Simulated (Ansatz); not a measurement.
# Ba on W(100): change of the work function, part 3 of 4

How does Ba on the hollow site change the work function of W(100) as the layer fills?

Ansatz 0.2.0; plane-wave DFT, PBE, Ansatz PAW.

So far, work function, upper face (eV): step 2 (the clean slab) 4.14; step 3 (46 atoms, coverage 0.111 ML, cell 3x3) 2.81.

## Step 4: Adsorbate added, k-mesh 6×6×1, coverage 0.25 ML

System of this step: BaW20 (Ba/W(100)). The cell holds 21 atoms: 20 W and 1 Ba. Cell: a = 6.320 Å, b = 6.320 Å, c = 27.410 Å, α = 90.0°, β = 90.0°, γ = 90.0°. Vacuum lies along c.

Another coverage, to see how the dipoles act on each other as their distance changes.

File input.yaml:

```yaml
crystal:
  lattice:
    - [6.32, 0.0, 0.0]
    - [0.0, 6.32, 0.0]
    - [0.0, 0.0, 27.4100000178]
  atoms:
    - { symbol: W, position: [0.0, 0.0, 0.3283473183] }
    - { symbol: W, position: [0.25, 0.25, 0.3859905141] }
    - { symbol: W, position: [0.0, 0.0, 0.4436033768] }
    - { symbol: W, position: [0.25, 0.25, 0.5036040102] }
    - { symbol: W, position: [0.0, 0.0, 0.5557900879] }
    - { symbol: W, position: [0.0, 0.5, 0.3283473183] }
    - { symbol: W, position: [0.25, 0.75, 0.3859905141] }
    - { symbol: W, position: [0.0, 0.5, 0.4436033768] }
    - { symbol: W, position: [0.25, 0.75, 0.5036040102] }
    - { symbol: W, position: [0.0, 0.5, 0.5557900879] }
    - { symbol: W, position: [0.5, 0.0, 0.3283473183] }
    - { symbol: W, position: [0.75, 0.25, 0.3859905141] }
    - { symbol: W, position: [0.5, 0.0, 0.4436033768] }
    - { symbol: W, position: [0.75, 0.25, 0.5036040102] }
    - { symbol: W, position: [0.5, 0.0, 0.5557900879] }
    - { symbol: W, position: [0.5, 0.5, 0.3283473183] }
    - { symbol: W, position: [0.75, 0.75, 0.3859905141] }
    - { symbol: W, position: [0.5, 0.5, 0.4436033768] }
    - { symbol: W, position: [0.75, 0.75, 0.5036040102] }
    - { symbol: W, position: [0.5, 0.5, 0.5557900879] }
    - { symbol: Ba, position: [0.25, 0.25, 0.6716526817] }
kpoints:
  mp_grid: { grid: [6, 6, 1] }
hamiltonian:
  xc: pbe
scf:
  occupations: { method: fermi_dirac, width: 0.1 }
  convergence: { dr2_threshold: 1.0e-08 }
efield:
  axis: 3
  dipole_correction: true
  ramp_position: 0.97
  ramp_width: 0.06
relax:
  f_tol: 0.02
  max_steps: 60
  constraints: [{ sites: [0, 1, 5, 6, 10, 11, 15, 16] }]
output:
  dos: { projected: true, e_range: [-8, 4] }
  write_potential: true
  write_density: true
  volumetric_format: npy
  elf: true
```

On the command line:

```
ansatz run input.yaml --threads 4 --pin off --max-ram 16384MiB --backend cpu --events-out ev --progress --plain --runs-dir out
```

Numbers of over 12 decimals in the logs are rounded to 6 here.

What it wrote:

```text
[...]
Crystal: 21 atoms, lattice volume = 1094.821 Å³
Basis set: ecut = 420 eV, 21439 PW (Γ), exchange–correlation on 90×90×384 points (8 copies of the dense FFT grid, shifted against one another)
Bands: 174, of which v1, the nominal top of the filled ones, is band 145 counted from 1 (144 counted from 0)
Symmetry: 8 space group operations
[...]
k-points: 10 of 36
[...]
SCF iter   1: F=—  HF=-213627.972320 eV  |F-HF|=—  |Δ(HF+E_count)|=         —  Δρ=1.26e-2  dr2=9.46e1  ethr=1.77e-3  p=0.887 e·Å  D=1.47e-1 V/Å  ΔV_dip=-4.02 eV  dr2_dipole=7.81e1  V_vac-E_F(+/−)=0.62/4.64 eV  ⟨swp⟩=13.3  Hψ=10276  notcnv=0
[...]
SCF iter  13: F=-213626.436619 eV  HF=-213626.436619 eV  |F-HF|=3.23e-9  |Δ(HF+E_count)|=   1.51e-9  Δρ=3.72e-7  dr2=4.05e-9  ethr=3.45e-12  p=0.491 e·Å  D=8.11e-2 V/Å  ΔV_dip=-2.22 eV  dr2_dipole=1.45e-10  V_vac-E_F(+/−)=2.02/4.25 eV  ⟨swp⟩=12.7  Hψ=13135  notcnv=0
SCF 1 converged in 13 iterations: F = -213626.436619 eV  dr2 = 4.05e-9
[...]
relax step   1: F+E_penalty+E_count = -213626.43661905 eV  Δ(F+E_penalty+E_count) = +0.000e0 eV  max|allowed force component| = 1.233e0 eV/Å  Δτ_max = 0.0000 Å  (13 SCF iters, accepted)
[...]
SCF iter  10: F=-213626.720304 eV  HF=-213626.720304 eV  |F-HF|=3.75e-9  |Δ(HF+E_count)|=   1.37e-9  Δρ=4.12e-7  dr2=7.57e-9  ethr=2.42e-12  p=0.523 e·Å  D=8.65e-2 V/Å  ΔV_dip=-2.37 eV  dr2_dipole=5.86e-11  V_vac-E_F(+/−)=1.87/4.24 eV  ⟨swp⟩=12.3  Hψ=13589  notcnv=0
SCF 2 converged in 10 iterations: F = -213626.720304 eV  dr2 = 7.57e-9
relax step   2: F+E_penalty+E_count = -213626.72030411 eV  Δ(F+E_penalty+E_count) = -2.837e-1 eV  max|allowed force component| = 1.091e0 eV/Å  Δτ_max = 0.1929 Å  (10 SCF iters, accepted)
SCF iter   1: F=—  HF=-213627.004471 eV  |F-HF|=—  |Δ(HF+E_count)|=         —  Δρ=3.68e-3  dr2=2.18e0  ethr=2.39e-3  p=0.523 e·Å  D=8.65e-2 V/Å  ΔV_dip=-2.37 eV  dr2_dipole=6.89e-1  V_vac-E_F(+/−)=1.90/4.27 eV  ⟨swp⟩=5.4  Hψ=4003  notcnv=0
[...]
SCF iter  10: F=-213626.961145 eV  HF=-213626.961145 eV  |F-HF|=5.82e-11  |Δ(HF+E_count)|=   4.02e-9  Δρ=2.56e-7  dr2=1.37e-9  ethr=3.45e-12  p=0.530 e·Å  D=8.76e-2 V/Å  ΔV_dip=-2.40 eV  dr2_dipole=1.02e-11  V_vac-E_F(+/−)=1.83/4.23 eV  ⟨swp⟩=10.2  Hψ=11452  notcnv=0
SCF 3 converged in 10 iterations: F = -213626.961145 eV  dr2 = 1.37e-9
[...]
relax step   3: F+E_penalty+E_count = -213626.96114476 eV  Δ(F+E_penalty+E_count) = -2.408e-1 eV  max|allowed force component| = 7.713e-1 eV/Å  Δτ_max = 0.1951 Å  (10 SCF iters, accepted)
[...]
relax step   4: F+E_penalty+E_count = -213627.12723830 eV  Δ(F+E_penalty+E_count) = -1.661e-1 eV  max|allowed force component| = 2.656e-1 eV/Å  Δτ_max = 0.1923 Å  (10 SCF iters, accepted)
[...]
relax step   5: F+E_penalty+E_count = -213627.16260260 eV  Δ(F+E_penalty+E_count) = -3.536e-2 eV  max|allowed force component| = 3.798e-1 eV/Å  Δτ_max = 0.0954 Å  (10 SCF iters, accepted)
SCF iter   1: F=—  HF=-213627.180078 eV  |F-HF|=—  |Δ(HF+E_count)|=         —  Δρ=1.45e-3  dr2=1.27e-1  ethr=1.26e-4  p=0.513 e·Å  D=8.48e-2 V/Å  ΔV_dip=-2.33 eV  dr2_dipole=2.71e-2  V_vac-E_F(+/−)=1.91/4.23 eV  ⟨swp⟩=2.4  Hψ=3016  notcnv=0
[...]
SCF iter   9: F=-213627.174349 eV  HF=-213627.174349 eV  |F-HF|=1.46e-10  |Δ(HF+E_count)|=   1.20e-8  Δρ=4.91e-7  dr2=4.65e-9  ethr=3.45e-12  p=0.514 e·Å  D=8.49e-2 V/Å  ΔV_dip=-2.33 eV  dr2_dipole=1.00e-10  V_vac-E_F(+/−)=1.91/4.23 eV  ⟨swp⟩=11.8  Hψ=14430  notcnv=0
SCF 6 converged in 9 iterations: F = -213627.174349 eV  dr2 = 4.65e-9
relax step   6: F+E_penalty+E_count = -213627.17434876 eV  Δ(F+E_penalty+E_count) = -1.175e-2 eV  max|allowed force component| = 1.990e-2 eV/Å  Δτ_max = 0.0369 Å  (9 SCF iters, accepted)
[...]
SCF converged after 9 iterations
Free energy (F): -213627.174349 eV
[...]
Internal energy: -213626.447979 eV  (E = F + TS)
E sigma→0 (E₀):  -213626.811164 eV
Entropy (-TS):   -0.726370 eV (-34.589 meV/atom)
Fermi energy:    4.871937 eV
Dipole field:    D = 0.084955 V/Å  (p = 0.514008 e·Å, saw-weighted, corrected)
Work function:   Φ+ = 1.9063 eV   Φ− = 4.2349 eV
[...]
--- Forces (eV/Å), atoms counted from 1 ---
  atom   1  W     -0.02331561    -0.02331561     1.29248273
  atom   2  W     -0.00000000     0.00000000    -1.16641256
  atom   3  W     -0.00609936    -0.00609936    -0.00478472
  atom   4  W     -0.00000000     0.00000000     0.01989996
  atom   5  W      0.00005664     0.00005664     0.00783879
  atom   6  W     -0.02331561     0.02331561     1.29248273
  atom   7  W      0.00000000     0.00000000    -1.29982536
  atom   8  W     -0.00609936     0.00609936    -0.00478472
  atom   9  W      0.00000000     0.00000000    -0.01333538
  atom  10  W      0.00005664    -0.00005664     0.00783879
  atom  11  W      0.02331561    -0.02331561     1.29248273
  atom  12  W      0.00000000     0.00000000    -1.29982536
  atom  13  W      0.00609936    -0.00609936    -0.00478472
  atom  14  W     -0.00000000     0.00000000    -0.01333538
  atom  15  W     -0.00005664     0.00005664     0.00783879
  atom  16  W      0.02331561     0.02331561     1.29248273
  atom  17  W     -0.00000000     0.00000000    -1.39637895
  atom  18  W      0.00609936     0.00609936    -0.00478472
  atom  19  W      0.00000000     0.00000000     0.00111026
  atom  20  W     -0.00005664    -0.00005664     0.00783879
  atom  21  Ba    -0.00000000     0.00000000    -0.01405994
  max |Σ_I F_I| component: 1.55e-5 eV/Å
--- Band table (eV; the first three rows and the last of 10) ---
  k-point 0: bands = [... 141 lower, 4.8114, 4.8738, 4.8738, 4.9177, 5.0511, 5.0511, 5.1626, 5.7257, ... 25 higher]
  k-point 1: bands = [... 141 lower, 4.6624, 4.8127, 4.8282, 4.9847, 4.9999, 5.2432, 5.3741, 5.5779, ... 25 higher]
  k-point 2: bands = [... 141 lower, 4.6656, 4.7568, 4.8672, 4.9493, 5.1131, 5.1513, 5.1982, 5.3115, ... 25 higher]
  k-point 9: bands = [... 141 lower, 4.5244, 4.5981, 4.6591, 4.6616, 4.6616, 4.6639, 4.7570, 4.7871, ... 25 higher]
--- Relaxed structure (6 steps of the walk, 6 accepted, 0 SCFs on fresh bases) ---
  F+E_penalty+E_count = -213627.17434876 eV   max|allowed force component| = 1.990e-2 eV/Å
  atoms:
    - { symbol: W, position: [0.0, 0.0, 0.328347] }
    - { symbol: W, position: [0.250000, 0.250000, 0.385991] }
    - { symbol: W, position: [0.00308459, 0.00308459, 0.444002] }
    - { symbol: W, position: [0.250000, 0.250000, 0.507437] }
    - { symbol: W, position: [-0.022912, -0.022912, 0.557300] }
    - { symbol: W, position: [0.0, 0.500000, 0.328347] }
    - { symbol: W, position: [0.250000, 0.750000, 0.385991] }
    - { symbol: W, position: [0.00308459, 0.496915, 0.444002] }
    - { symbol: W, position: [0.250000, 0.750000, 0.502953] }
    - { symbol: W, position: [-0.022912, 0.522912, 0.557300] }
    - { symbol: W, position: [0.500000, 0.0, 0.328347] }
    - { symbol: W, position: [0.750000, 0.250000, 0.385991] }
    - { symbol: W, position: [0.496915, 0.00308459, 0.444002] }
    - { symbol: W, position: [0.750000, 0.250000, 0.502953] }
    - { symbol: W, position: [0.522912, -0.022912, 0.557300] }
    - { symbol: W, position: [0.500000, 0.500000, 0.328347] }
    - { symbol: W, position: [0.750000, 0.750000, 0.385991] }
    - { symbol: W, position: [0.496915, 0.496915, 0.444002] }
    - { symbol: W, position: [0.750000, 0.750000, 0.499170] }
    - { symbol: W, position: [0.522912, 0.522912, 0.557300] }
    - { symbol: Ba, position: [0.250000, 0.250000, 0.647577] }
```

The job ended after 8.5 min (4 threads of Arm Neoverse V1, shared host; peak memory 4.5 GiB).

Relaxation path:

```csv
step,energy less that of the first step (eV),largest force component (eV/Å)
1,0.0000,1.2331
2,-0.2837,1.0909
3,-0.5245,0.7713
4,-0.6906,0.2656
5,-0.7260,0.3798
6,-0.7377,0.0199
```

The run keeps the 8 symmetry operations that it works with, so distortions that break them were not tested.

The atoms that moved most (Å):

| atom | dx | dy | dz | length |
| --- | --- | --- | --- | --- |
| Ba21 | 0.000 | 0.000 | -0.660 | 0.660 |
| W20 | 0.145 | 0.145 | 0.041 | 0.209 |
| W15 | 0.145 | -0.145 | 0.041 | 0.209 |
| W10 | -0.145 | 0.145 | 0.041 | 0.209 |
| W5 | -0.145 | -0.145 | 0.041 | 0.209 |
| W19 | 0.000 | 0.000 | -0.122 | 0.122 |
| W4 | 0.000 | 0.000 | 0.105 | 0.105 |
| W3 | 0.019 | 0.019 | 0.011 | 0.030 |

Final coordinates:

```
W Ba
1.0
     6.32000    0.00000    0.00000
     0.00000    6.32000    0.00000
     0.00000    0.00000   27.41000
W Ba
20 1
Cartesian
  0.0000 0.0000 9.0000
  1.5800 1.5800 10.5800
  0.0195 0.0195 12.1701
  1.5800 1.5800 13.9088
  -0.1448 -0.1448 15.2756
  0.0000 3.1600 9.0000
  1.5800 4.7400 10.5800
  0.0195 3.1405 12.1701
  1.5800 4.7400 13.7860
  -0.1448 3.3048 15.2756
  3.1600 0.0000 9.0000
  4.7400 1.5800 10.5800
  3.1405 0.0195 12.1701
  4.7400 1.5800 13.7860
  3.3048 -0.1448 15.2756
  3.1600 3.1600 9.0000
  4.7400 4.7400 10.5800
  3.1405 3.1405 12.1701
  4.7400 4.7400 13.6823
  3.3048 3.3048 15.2756
  1.5800 1.5800 17.7501
```

This step gave:

* energy at zero smearing: -213626.8112 eV
* work function, upper face: 1.906 eV
* dipole along the normal: 0.5140 e·Å
* step between the vacuum levels: -2.329 eV

The density of states has structure finer than the step of the table below, so its rows give means over 0.25 eV, whole bins alone (the curve runs from -8 to 1.98 eV). Peaks (eV: height): -3.970: 47.9, -2.980: 42.6, -2.920: 39.1, -2.260: 54.7, 1.260: 43.1, 1.320: 46.9, 1.860: 43.0.

The density of states by energy, zero at the Fermi level; means over each step:

energy (eV), density of states (states/eV a cell) and a bar:
```
    -7.75        1.4 
    -7.50        1.3 
    -7.25        1.4 
    -7.00        1.8 #
    -6.75        4.2 ###
    -6.50        2.4 #
    -6.25        4.5 ###
    -6.00        6.2 #####
    -5.75        7.2 ######
    -5.50       10.4 #########
    -5.25       13.3 ############
    -5.00       15.7 ##############
    -4.75       14.7 #############
    -4.50       13.1 ############
    -4.25       20.5 ###################
    -4.00       31.1 #############################
    -3.75       16.1 ##############
    -3.50       12.0 ##########
    -3.25       12.1 ###########
    -3.00       30.3 ############################
    -2.75       25.9 ########################
    -2.50       25.8 ########################
    -2.25       29.0 ###########################
    -2.00       21.6 ####################
    -1.75       27.6 ##########################
    -1.50       22.3 #####################
    -1.25       19.1 #################
    -1.00       17.2 ################
    -0.75       18.8 #################
    -0.50       22.6 #####################
    -0.25       23.0 #####################
     0.00       23.6 ######################
     0.25       18.9 #################
     0.50       16.2 ###############
     0.75       17.5 ################
     1.00       25.3 #######################
     1.25       29.3 ###########################
     1.50       27.2 #########################
     1.75       32.1 ##############################
```

Projected DOS per atom over height of the atomic layer and energy from the Fermi level. Layers: W4 W4 W4 W4 W4 Ba from below.

Ten even steps from '0' (0.00 states/eV) to '9' (2.14 states/eV), each cell a mean:
```
755540
845451
523253
612151
912261
932371
422362
533361
545460
756560
576740
243430
243420
565650
134320
135310
023210
012100
000000
000000
000000
000000
```
Columns: height of the atomic layer (Å) from 9 to 17.8 (not evenly spaced); rows upwards: energy from the Fermi level (eV) from -7.96 to 1.95.

Valence density in the ca plane at fractional y = 0.250, with atoms of W and Ba within 0.2 Å of it. It is the smooth field of the valence electrons, not physical close to the nuclei.

Ten steps, logarithmic in the rise over the least value, from '0' (0.0 e/Å³) to '9' (5.0 e/Å³), each cell a mean:
```
33344444444444444333222111000000000000000000
23345665444445665433221110000000000000000000
23347998644457998543221100000000000000000000
22358999743459999743211100000000000000000000
22358999743459999743211100000000000000000000
23347898644457998543221100000000000000000000
23345665444445665433221110000000000000000000
33344444444444444333222111100000000000000000
33344334444444333333222222221000000000000000
23344444444444444433222345543100000000000000
23346787544345787543223467765210000000000000
22357999743347999743223676676310000000000000
22358999743348999843224675566410000000000000
22357999743347999743223676676310000000000000
23346787544345787543223466764210000000000000
23344444444444444433222345543100000000000000
33344334444443333333222222221000000000000000
```
Columns run along c (16.0 Å, from fractional 0.31 to 0.89 of the cell), rows up along a (6.3 Å). Atoms in or near the plane, at fractional coordinates: W at (0.39, 0.25), W at (0.51, 0.25), W at (0.39, 0.75), W at (0.50, 0.75), Ba at (0.65, 0.25).

Electrostatic potential energy in the ca plane at fractional y = 0.250, with atoms of W and Ba within 0.2 Å of it. With pseudopotentials it is smooth inside the atoms' cores, unlike the true potential.

Values in eV, 9 rows by 16 columns, each cell a mean:
```
  6   2  -5   4   4  -5   4   8   8   6   6   7   7   7   8   8
  7 -18 -46  -3  -9 -47 -10   8   9   8   8   7   7   7   8   8
  8 -22 -51  -5 -12 -52 -13   9   9   9   8   7   7   7   8   8
  6  -1 -13   3   2 -13   2   8   8   7   7   7   7   7   8   8
  5   5   3   5   5   4   6   7   5   1   4   6   7   7   8   8
  7  -6 -25   2   1 -25  -5   7  -6 -25  -5   5   7   7   8   8
  8 -25 -53  -6  -8 -54 -22   7 -17 -40 -15   5   7   7   7   8
  7 -11 -35   0  -1 -35  -9   7  -9 -31  -8   5   7   7   7   8
  5   4   1   5   5   2   5   7   4  -3   3   6   7   7   8   8
```
Columns run along c (16.0 Å, from fractional 0.31 to 0.89 of the cell; values clipped at the 3rd and 97th percentile), rows up along a (6.3 Å). Atoms in or near the plane, at fractional coordinates: W at (0.39, 0.25), W at (0.51, 0.25), W at (0.39, 0.75), W at (0.50, 0.75), Ba at (0.65, 0.25).

ELF in the ca plane at fractional y = 0.250, with atoms of W and Ba within 0.2 Å of it. It is the smooth field of the valence electrons, not physical close to the nuclei.

Ten even steps from '0' (0.00) to '9' (0.86), each cell a mean:
```
44554323555554223454444310000000000000000000
45543232345543332344334321000000000000000000
45434777335425776334433332110000000000000000
44326626523327437423433333211000000000000000
44326626524327437423433333211000000000000000
45434776335425776334433332110000000000000000
45543232345543332344334321000000000000000000
44554323555554223454444310000000000000000000
44555434554455434554443112331100000000000000
44553212455553212355542268986310000000000000
45533555345533555335422699999520000000000000
44325757424425757523313883389731000000000000
44326516513315515612313970069731000000000000
44425757424425757523313883389731000000000000
45533554345533555335422699998520000000000000
44553212455553212355542258886310000000000000
44555434554455434554443112321100000000000000
```
Columns run along c (16.0 Å, from fractional 0.31 to 0.89 of the cell), rows up along a (6.3 Å). Atoms in or near the plane, at fractional coordinates: W at (0.39, 0.25), W at (0.51, 0.25), W at (0.39, 0.75), W at (0.50, 0.75), Ba at (0.65, 0.25).

The relaxation took 6 steps and lowered the energy by 0.74 eV; the largest force on the free atoms ends at 0.020 eV/Å.

By hand: a sheet of dipoles makes a step −p/(ε₀A) in the electron's potential. With e/ε₀ = 180.95 V·Å, p = 0.5140 e·Å and A = 39.94 Å², that is −180.95 × (0.5140) / 39.94 = -2.329 eV, and the two vacuum levels of the run differ by -2.329 eV.

The covered face has 1.91 eV, -2.23 eV against the clean one; the bare back face has moved by -0.02 eV, a measure of how thin the slab is.

(Continued in part 4 of 4.)

[Logs are printed without paths, hosts, clocks, repeated set-up lines and the standing remarks that a program may print on its own settings, such as how far it seeks lower states.]

[Hosts, paths, dates, database ids (printed as entryN), source tags and the programs' standing remarks are cut or masked in the printed files.]

[Maps of the electrostatic potential energy from Ansatz leave out the sawtooth potential of an applied field or a dipole correction, so their vacuum need not be flat; planar profiles and work functions include it.]
